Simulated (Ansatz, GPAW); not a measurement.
# A 10-layer slab of Al(100): work function by functional and basis, part 3 of 3

Aim: the work function of both faces of a 10-layer slab of Al(100), and its spread over functionals and bases.

GPAW 26.7.0 and Ansatz 0.2.0; Ansatz plane waves; slab in vacuum with a dipole correction, relaxation; PAW set soft_1 (the session's first sound run).

So far, upper work function (eV): step 2 (relaxation, PBE) 4.25; step 4 (self-consistent run: xc = "revPBE") 4.20; step 5 (OptPBE vdW: xc = "optPBE-vdW", GPAW, PAW setups, GPAW) 4.38; step 6 (self-consistent run: xc = "LDA") 4.40; step 7 (real-space grid: mode = "fd", PBE, GPAW) 4.26.

### Step 9. A second plane-wave code

A second program with its own datasets checks the number independently.

This step: Ansatz plane waves; slab in vacuum with a dipole correction; PAW set soft_1 (Ansatz 0.2.0).

input.yaml reads:

```yaml
crystal:
  lattice:
    - [2.8637824638, 0.0, 0.0]
    - [0.0, 2.8637824638, 0.0]
    - [0.0, 0.0, 32.225]
  atoms:
    - { symbol: Al, position: [0.5, 0.5, 0.2172226532] }
    - { symbol: Al, position: [0.0, 0.0, 0.2800620636] }
    - { symbol: Al, position: [0.5, 0.5, 0.342901474] }
    - { symbol: Al, position: [0.0, 0.0, 0.4057408844] }
    - { symbol: Al, position: [0.5, 0.5, 0.4685802948] }
    - { symbol: Al, position: [0.0, 0.0, 0.531742841] }
    - { symbol: Al, position: [0.5, 0.5, 0.5938691997] }
    - { symbol: Al, position: [0.0, 0.0, 0.6570396514] }
    - { symbol: Al, position: [0.5, 0.5, 0.7198942761] }
    - { symbol: Al, position: [0.0, 0.0, 0.7832423151] }
kpoints:
  mp_grid: { grid: [11, 11, 1] }
hamiltonian:
  xc: pbe
  pseudopotentials: { kind: paw, azcp: { folder: soft_1 } }
scf:
  occupations: { method: fermi_dirac, width: 0.1 }
efield:
  axis: 3
  dipole_correction: true
  ramp_width: 0.05
output:
  forces: true
  write_potential: true
  write_density: true
  volumetric_format: npy
```

Launch:

```
$ ansatz run input.yaml --threads 4 --pin off --max-ram 8192MiB --backend cpu --events-out ev --progress --plain --runs-dir out
```

Numbers of over 12 decimals in the logs are rounded to 6 here.

Log:

```text
[...]
Crystal: 10 atoms, lattice volume = 264.285 Å³
Basis set: ecut = 420 eV, 5167 PW (Γ), exchange–correlation on 40×40×432 points (8 copies of the dense FFT grid, shifted against one another)
Bands: 25, of which v1, the nominal top of the filled ones, is band 15 counted from 1 (14 counted from 0)
Symmetry: 8 space group operations
[...]
k-points: 21 of 121
[...]
SCF iter   1: F=—  HF=-5375.099364 eV  |F-HF|=—  |Δ(HF+E_count)|=         —  Δρ=2.01e-2  dr2=1.40e1  ethr=3.10e-3  p=0.000 e·Å  D=2.82e-9 V/Å  ΔV_dip=-0.00 eV  dr2_dipole=3.65e-3  V_vac-E_F(+/−)=6.73/6.73 eV  ⟨swp⟩=9.1  Hψ=3354  notcnv=0  defer=2
[...]
SCF iter   8: F=-5374.141292 eV  HF=-5374.141292 eV  |F-HF|=1.95e-8  |Δ(HF+E_count)|=   7.91e-8  Δρ=1.21e-6  dr2=2.56e-8  ethr=3.33e-10  p=0.000 e·Å  D=1.91e-4 V/Å  ΔV_dip=-0.01 eV  dr2_dipole=8.02e-10  V_vac-E_F(+/−)=4.26/4.26 eV  ⟨swp⟩=21.5  Hψ=5062  notcnv=0
SCF 1 converged in 8 iterations: F = -5374.141292 eV  dr2 = 2.56e-8
[...]
SCF converged after 8 iterations
Free energy (F): -5374.141292 eV
[...]
Internal energy: -5373.991602 eV  (E = F + TS)
E sigma→0 (E₀):  -5374.066447 eV
Entropy (-TS):   -0.149690 eV (-14.969 meV/atom)
Fermi energy:    3.408906 eV
Dipole field:    D = 0.000158 V/Å  (p = 0.000231 e·Å, saw-weighted, corrected)
Work function:   Φ+ = 4.2566 eV   Φ− = 4.2617 eV
[...]
--- Forces (eV/Å), atoms counted from 1 ---
  atom   1  Al    -0.00000000     0.00000000    -0.04211414
  atom   2  Al     0.00000000     0.00000000     0.03108254
  atom   3  Al    -0.00000000     0.00000000    -0.01231576
  atom   4  Al     0.00000000     0.00000000     0.08661335
  atom   5  Al    -0.00000000     0.00000000    -0.06354899
  atom   6  Al     0.00000000     0.00000000    -0.00105584
  atom   7  Al    -0.00000000     0.00000000     0.00086031
  atom   8  Al     0.00000000     0.00000000    -0.00007568
  atom   9  Al    -0.00000000     0.00000000    -0.00013389
  atom  10  Al     0.00000000     0.00000000     0.00068558
  max |Σ_I F_I| component: 2.53e-6 eV/Å
--- Band table (eV; the first three rows and the last of 21) ---
  k-point 0: bands = [... 11 lower, 3.0812, 4.6022, 6.0155, 6.9771, 7.8589, 8.0661, 8.6891, 8.9462, ... 6 higher]
  k-point 1: bands = [... 11 lower, 3.2195, 4.7351, 6.1411, 6.4681, 6.7120, 7.1066, 7.1218, 7.6098, ... 6 higher]
  k-point 2: bands = [... 11 lower, 3.5543, 4.0688, 4.1720, 4.5915, 5.1024, 5.2413, 5.8274, 6.6088, ... 6 higher]
  k-point 20: bands = [... 11 lower, 2.2753, 2.4828, 2.6421, 2.9690, 3.0852, 3.2197, 3.2877, 3.3959, ... 6 higher]
```

It took 4.1 s on 4 threads of Arm Neoverse V2, shared host; peak memory 0.53 GiB; 16 s of CPU time.

The column dr2 measures how far the density is from self-consistency, as an energy; F and HF (Harris–Foulkes) agree once it is small.

This step gave:

```yaml
upper_work_function: 4.257 eV
lower_work_function: 4.262 eV
dipole_along_the_normal: 2.31e-4 e·Å
dipole_field: 1.58e-4 V/Å
vacuum_level_above: 7.665 eV
```

The electrostatic potential energy of an electron (with the applied field's), less the Fermi level, planar mean oscillates, so the rows of the table below give means over windows of 1.04 Å about each position, cut where the curve ends. Its first 14 maxima inside the range that stand out by 2 % of the span (Å: eV): 7.0: -4.24, 8.1: -2.07, 9.0: -4.47, 10.0: -2.05, 11.0: -4.46, 12.1: -2.03, 13.1: -4.50, 14.0: -2.09, 15.1: -4.46, 16.1: -1.98, 17.2: -4.46, 18.2: -2.28, 19.1: -4.49, 20.1: -1.95. Its first 14 minima: 6.7: -4.75, 7.5: -4.96, 8.7: -5.11, 9.4: -5.13, 10.7: -5.08, 11.5: -5.12, 12.7: -5.15, 13.4: -5.14, 14.8: -5.09, 15.5: -5.14, 16.7: -5.14, 17.5: -5.10, 18.8: -5.15, 19.5: -5.14.

Table of electrostatic potential energy of an electron (with the applied field's), less the Fermi level, planar mean by z; means over each step:

| z (Å) | electrostatic potential energy of an electron (with the applied field's), less the Fermi level, planar mean (eV) |
| --- | --- |
| 0.52 | 4.26 |
| 1.56 | 4.26 |
| 2.60 | 4.26 |
| 3.64 | 4.25 |
| 4.68 | 4.07 |
| 5.72 | 1.79 |
| 6.76 | -4.25 |
| 7.80 | -3.53 |
| 8.84 | -4.69 |
| 9.88 | -3.50 |
| 10.92 | -4.78 |
| 11.96 | -3.48 |
| 13.00 | -4.83 |
| 14.04 | -3.42 |
| 15.08 | -4.83 |
| 16.12 | -3.41 |
| 17.16 | -4.84 |
| 18.20 | -3.58 |
| 19.24 | -4.81 |
| 20.28 | -3.43 |
| 21.32 | -4.76 |
| 22.36 | -3.51 |
| 23.40 | -4.65 |
| 24.44 | -3.44 |
| 25.48 | -4.24 |
| 26.52 | 1.78 |
| 27.56 | 4.06 |
| 28.60 | 4.24 |
| 29.64 | 4.25 |
| 30.68 | 4.26 |
| 31.72 | 4.26 |

The valence density, planar mean oscillates, so the rows of the table below give means over windows of 2.01 Å about each position, cut where the curve ends. Its maxima inside the range that stand out by 2 % of the span (Å: e/Å³): 8.1: 0.194, 10.0: 0.196, 12.1: 0.197, 14.2: 0.197, 16.1: 0.195, 18.2: 0.201, 20.1: 0.196, 22.2: 0.196, 24.2: 0.191. Its minima: 9.1: 0.164, 11.0: 0.163, 13.1: 0.163, 15.1: 0.163, 17.2: 0.163, 19.1: 0.163, 21.2: 0.163, 23.1: 0.164.

The valence density, planar mean by z; means over each step:

| z (Å) | valence density, planar mean (e/Å³) |
| --- | --- |
| 1.00 | 1.1e-6 |
| 3.01 | 1.9e-4 |
| 5.02 | 0.0243 |
| 7.03 | 0.160 |
| 9.04 | 0.180 |
| 11.05 | 0.181 |
| 13.06 | 0.180 |
| 15.07 | 0.180 |
| 17.08 | 0.181 |
| 19.09 | 0.181 |
| 21.10 | 0.180 |
| 23.11 | 0.180 |
| 25.12 | 0.163 |
| 27.13 | 0.0281 |
| 29.14 | 2.4e-4 |
| 31.15 | 1.4e-6 |

Force by atom:

| atom | x (eV/Å) | y (eV/Å) | z (eV/Å) | size |
| --- | --- | --- | --- | --- |
| Al1 | 0.0000 | 0.0000 | -0.0421 | 0.0421 |
| Al2 | 0.0000 | 0.0000 | 0.0311 | 0.0311 |
| Al3 | 0.0000 | 0.0000 | -0.0123 | 0.0123 |
| Al4 | 0.0000 | 0.0000 | 0.0866 | 0.0866 |
| Al5 | 0.0000 | 0.0000 | -0.0635 | 0.0635 |
| Al6 | 0.0000 | 0.0000 | -0.0011 | 0.0011 |
| Al7 | 0.0000 | 0.0000 | 0.0009 | 0.0009 |
| Al8 | 0.0000 | 0.0000 | -0.0001 | 0.0001 |
| Al9 | 0.0000 | 0.0000 | -0.0001 | 0.0001 |
| Al10 | 0.0000 | 0.0000 | 0.0007 | 0.0007 |

The upper face's work function is 4.257 eV, against 4.258 eV in the first plane-wave PBE run at this geometry.

### Step 10. Side by side

Results and costs are gathered.

This step: comparison of work functions, dipole and cost; PAW set soft_1 (GPAW 26.7.0).

Ladder, by row:

| step | code | work function, upper (eV) | work function, lower (eV) | dipole (e Å) | wall time (s) | peak memory (GiB) | threads |
| --- | --- | --- | --- | --- | --- | --- | --- |
| pw | GPAW | 4.258 | 4.264 | 2.04e-4 | 188.2 | 0.25 | 1 |
| revPBE | GPAW | 4.196 | 4.202 | 1.84e-4 | 284.7 | 0.25 | 1 |
| optPBE-vdW | GPAW | 4.384 | 4.391 | 2.37e-4 | 235.2 | 0.4 | 1 |
| LDA | GPAW | 4.404 | 4.411 | 2.11e-4 | 136.9 | 0.25 | 1 |
| fd | GPAW | 4.258 | 4.264 | 2.69e-4 | 537.2 | 0.94 | 1 |
| ansatz | Ansatz | 4.257 | 4.262 | 2.31e-4 | 4.1 | 0.527 | 4 |

### Step 11. A changed run

One more run, with changed settings.

This step: GPAW, PAW setups; slab in vacuum (GPAW 26.7.0).

run.py reads:

```python
import json
import numpy as np
from ase import Atoms
from gpaw import GPAW, PW

slab = Atoms(
    ['Al', 'Al', 'Al', 'Al', 'Al', 'Al', 'Al', 'Al', 'Al', 'Al'],
    positions=[
        [1.43189, 1.43189, 7.00000],
        [0.00000, 0.00000, 9.02500],
        [1.43189, 1.43189, 11.05000],
        [0.00000, 0.00000, 13.07500],
        [1.43189, 1.43189, 15.10000],
        [0.00000, 0.00000, 17.13541],
        [1.43189, 1.43189, 19.13743],
        [0.00000, 0.00000, 21.17310],
        [1.43189, 1.43189, 23.19859],
        [0.00000, 0.00000, 25.23998]],
    cell=[[2.86378, 0.0, 0.0], [0.0, 2.86378, 0.0], [0.0, 0.0, 32.225]],
    pbc=[True, True, False])

slab.calc = GPAW(mode=PW(400), xc='pbe96', kpts={'size': (11, 11, 1), 'gamma': True},
                 occupations={'name': 'fermi-dirac', 'width': 0.1}, nbands='200%',
                 convergence={'density': 1e-05}, maxiter=75,
                 poissonsolver={'dipolelayer': 'xy'},
                 symmetry={'tolerance': 1e-3}, txt='slab.txt')
result = {}
energy = slab.get_potential_energy()
fermi = slab.calc.get_fermi_level()
v = slab.calc.get_electrostatic_potential().mean((0, 1)) - fermi
n = slab.calc.get_pseudo_density().mean((0, 1))
L = slab.cell[2, 2]
z = np.arange(len(v)) * L / len(v)
low, high = slab.positions[:, 2].min(), slab.positions[:, 2].max()
below, above = np.interp([low - 4.8, high + 4.8], z, v)
slopes = [np.interp(x, z, np.gradient(v, z)) for x in (low - 4.8, high + 4.8)]
eps = np.array([[slab.calc.get_eigenvalues(k, s) for k in range(len(slab.calc.get_ibz_k_points()))]
                for s in range(slab.calc.get_number_of_spins())]) - fermi
top, bottom = eps[eps < 0].max(), eps[eps > 0].min()
dipole = slab.get_dipole_moment()[2]
print(f'energy {energy:.4f} eV, Fermi level {fermi:.4f} eV, dipole {dipole:.5f} e A')
print(f'potential 4.8 A off the faces, from the Fermi level: lower {below:.4f} eV, upper {above:.4f} eV')
print(f'slope of the potential there: lower {slopes[0]:.5f}, upper {slopes[1]:.5f} eV/A')
print(f'nearest levels on the mesh: {top:.4f} and {bottom:.4f} eV')
print('magnetic moment', round(slab.get_magnetic_moment(), 3))
result.update(energy=energy, fermi=fermi, dipole=dipole, below=below, above=above, slopes=slopes, edges=[top, bottom],
              z=z.tolist(), v=v.tolist(), n=n.tolist(), positions=slab.positions.tolist(),
              forces=slab.get_forces(apply_constraint=False).tolist(), moments=slab.get_magnetic_moments().tolist())
json.dump(result, open('result.json', 'w'))
```

Launch:

```
$ OMP_NUM_THREADS=1 OPENBLAS_NUM_THREADS=1 python run.py
```

Log:

```text
NameError: Unknown functional: pbe96.
```

The job ended after 0.57 s (1 thread; peak memory 0.1 GiB).

The program refused the input before any cycle.

The program's message: “NameError: Unknown functional: pbe96.”

The change that led to it: xc = "pbe96".

### Step 12. Summary of results

```yaml
work_function_upper_and_lower_face: 4.258 and 4.264 eV
dipole_along_the_normal: 2.0e-4 e Å, near the numerical noise
```

What this shows: With plane waves and PBE the work function is 4.26 eV on the upper face and 4.26 eV on the lower. The measured value for this face is 4.32 eV (as compiled in "Properties of real metallic surfaces: Effects of density functional semilocality and van der Waals nonlocality", 2017, arxiv:1702.08515); the relaxed upper face lies 0.062 eV under it with PBE, and PBE comes nearest (4.26 eV). Measured work functions scatter by a tenth of an eV or more between methods. Over the sound runs of the table the upper face's work function spans 4.196 (revPBE) to 4.404 eV (LDA). The two plane-wave codes differ by 0.0015 eV on the upper face. The small printed dipole stands for a step of -4.5 meV from the lower to the upper face, and the probes find -6.2 meV; values this small are near the numerical noise of both. The in-plane lattice was kept as typed, which isn't the functional's own and leaves some strain; spin-orbit coupling and temperature are left out.

[Logs are printed without paths, hosts, clocks, repeated set-up lines and the standing remarks that a program may print on its own settings, such as how far it seeks lower states.]

[Hosts, paths, dates, database ids (printed as entryN), source tags and the programs' standing remarks are cut or masked in the printed files.]
